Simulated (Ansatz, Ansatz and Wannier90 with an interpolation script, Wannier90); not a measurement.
Planning a run of Ansatz 0.2.0 on Germanium (Fd-3m, 2 atoms a cell). The input:

```yaml
crystal:
  lattice:
    - [0.0, 2.82891, 2.82891]
    - [2.82891, 0.0, 2.82891]
    - [2.82891, 2.82891, 0.0]
  atoms:
    - { symbol: Ge, position: [0.5, 0.5, 0.5] }
    - { symbol: Ge, position: [0.75, 0.75, 0.75] }
kpoints:
  mp_grid: { grid: [8, 8, 8] }
hamiltonian:
  xc: r2scan
scf:
  occupations: { method: fixed }
gw:
  n_empty_bands: 96
  ecut_chi: 96
  qp_bands: [v4, c2]
  screening: { model: contour_deformation }
```

```sh
ansatz run input.yaml --threads 12 --pin off --max-ram 22118MiB --backend cpu --events-out ev --progress --plain --runs-dir out
```

Q: How long will it take on 12 threads of Arm Neoverse V2, shared host, and how much memory?

It took 86 s; on shared hardware allow 43 s to 2.9 min. Peak host memory was 0.70 GiB. The sizes that set the cost: 1139 plane waves a state, 29 irreducible k points, 110 bands summed, 113 plane waves in the screening and 6 SCF cycles.

The screening grows as filled bands × empty bands × pairs of k points, times the square of the screening basis for the matrix.

[Paths, hosts, dates, memory and timing lines, banners, echoed tables and standing remarks are left out of the program output.]

[Logs are printed without paths, hosts, clocks, repeated set-up lines and the standing remarks that a program may print on its own settings, such as how far it seeks lower states.]

[Runs of the session that timed out or met a known fault of the program may be left out.]

[Hosts, paths, dates, database ids (printed as entryN), source tags and the programs' standing remarks are cut or masked in the printed files.]
